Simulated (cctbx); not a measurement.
# Interatomic vectors of ZrIn2Pt2

Space group P4/nmm (no. 129, origin choice 1), a = 4.4870 Å, b = 4.4870 Å, c = 10.0860 Å, α = 90.00°, β = 90.00°, γ = 90.00°, content Pt4 In4 Zr2.

The data are simulated with cctbx, not measured: Mo Kα, λ = 0.71073 Å, to d = 0.84 Å, 70 % of the full sphere, strongest reflection 5000 counts, noise from counting, a 6 % proportional error and a noise floor of 15 counts (s.d.); no absorption, some extinction.

Patterson synthesis, origin scaled to 1000:

```text
Patterson group P 4/m m m
      u       v       w   height  length (A)
  0.000   0.000   0.000   1000.0     0.00
  0.500   0.500   0.500    836.2     5.96
  0.500   0.500   0.000    454.7     3.17
  0.000   0.500   0.370    428.0     4.36
  0.000   0.000   0.500    364.9     5.04
  0.000   0.500   0.128    347.6     2.59
  0.500   0.500   0.124    220.8     3.41
  0.000   0.000   0.376    218.9     3.79
  0.000   0.500   0.250    218.6     3.37
  0.500   0.500   0.262    170.7     4.13
  0.000   0.000   0.242    135.6     2.44
  0.000   0.170   0.103     21.7     1.28
  0.241   0.407   0.317     18.0     3.84
  0.000   0.241   0.064     17.0     1.26
```

**Question.** Which atom pairs make the peaks, and where is the heaviest atom?

A peak at u stands for all pairs with xi − xj = u, with weight Σ ZiZj against Σ Z² = 37140 at the origin. Peak heights follow these weights only roughly, since form factors, motion and series ripples differ, all vectors within 0.55 Å of a peak are counted as merged into it though the farther ones add only part of their weight, and F(000) is left out, which lowers the whole map:

| u | v | w | shortest length (Å) | height | 1000 ΣZiZj/ΣZ² | pairs in the cell |
| --- | --- | --- | --- | --- | --- | --- |
| 0.500 | 0.500 | 0.500 | 5.96 | 836 | 909 | 8 × Pt–In, 2 × Zr–Zr |
| 0.500 | 0.500 | 0.000 | 3.17 | 455 | 457 | 2 × Pt–Pt, 2 × In–In |
| 0.000 | 0.500 | 0.370 | 4.35 | 428 | 457 | 2 × Pt–Pt, 2 × In–In |
| 0.000 | 0.000 | 0.500 | 5.04 | 365 | 412 | 4 × Pt–In |
| 0.000 | 0.500 | 0.128 | 2.59 | 348 | 412 | 4 × Pt–In |
| 0.500 | 0.500 | 0.124 | 3.41 | 221 | 274 | 2 × Pt–Zr, 2 × In–Zr |
| 0.000 | 0.000 | 0.376 | 3.79 | 219 | 274 | 2 × Pt–Zr, 2 × In–Zr |
| 0.000 | 0.500 | 0.250 | 3.38 | 219 | 274 | 2 × Pt–Zr, 2 × In–Zr |
| 0.500 | 0.500 | 0.262 | 4.13 | 171 | 228 | 1 × Pt–Pt, 1 × In–In |
| 0.000 | 0.000 | 0.242 | 2.44 | 136 | 206 | 2 × Pt–In |

The table stops at ten peaks or at a height of 45, below which ripples compete. In the model behind the data Pt, the heaviest element, has 2 independent sites: (1/2, 0, 0.3693) and (1/2, 1/2, 0), up to an allowed shift of origin; the Pt–Pt vectors are differences of these positions and their symmetry mates. The whole model:

| atom | mult. | x | y | z | Ueq (Å²) |
| --- | --- | --- | --- | --- | --- |
| Pt1 | 2 | 1/2 | 0 | 0.3693 | 0.0031 |
| Pt2 | 2 | 1/2 | 1/2 | 0 | 0.0030 |
| In1 | 2 | 1/2 | 0 | 0.1258 | 0.0033 |
| In2 | 2 | 1/2 | 1/2 | 1/2 | 0.0034 |
| Zr1 | 2 | 1/2 | 0 | 0.7489 | 0.0036 |

The model was made for the exercise: a known structure type with other elements put in, its volume estimated, not relaxed; displacement parameters are assumed.

[Logs are printed without paths, hosts, clocks, repeated set-up lines and the standing remarks that a program may print on its own settings, such as how far it seeks lower states.]
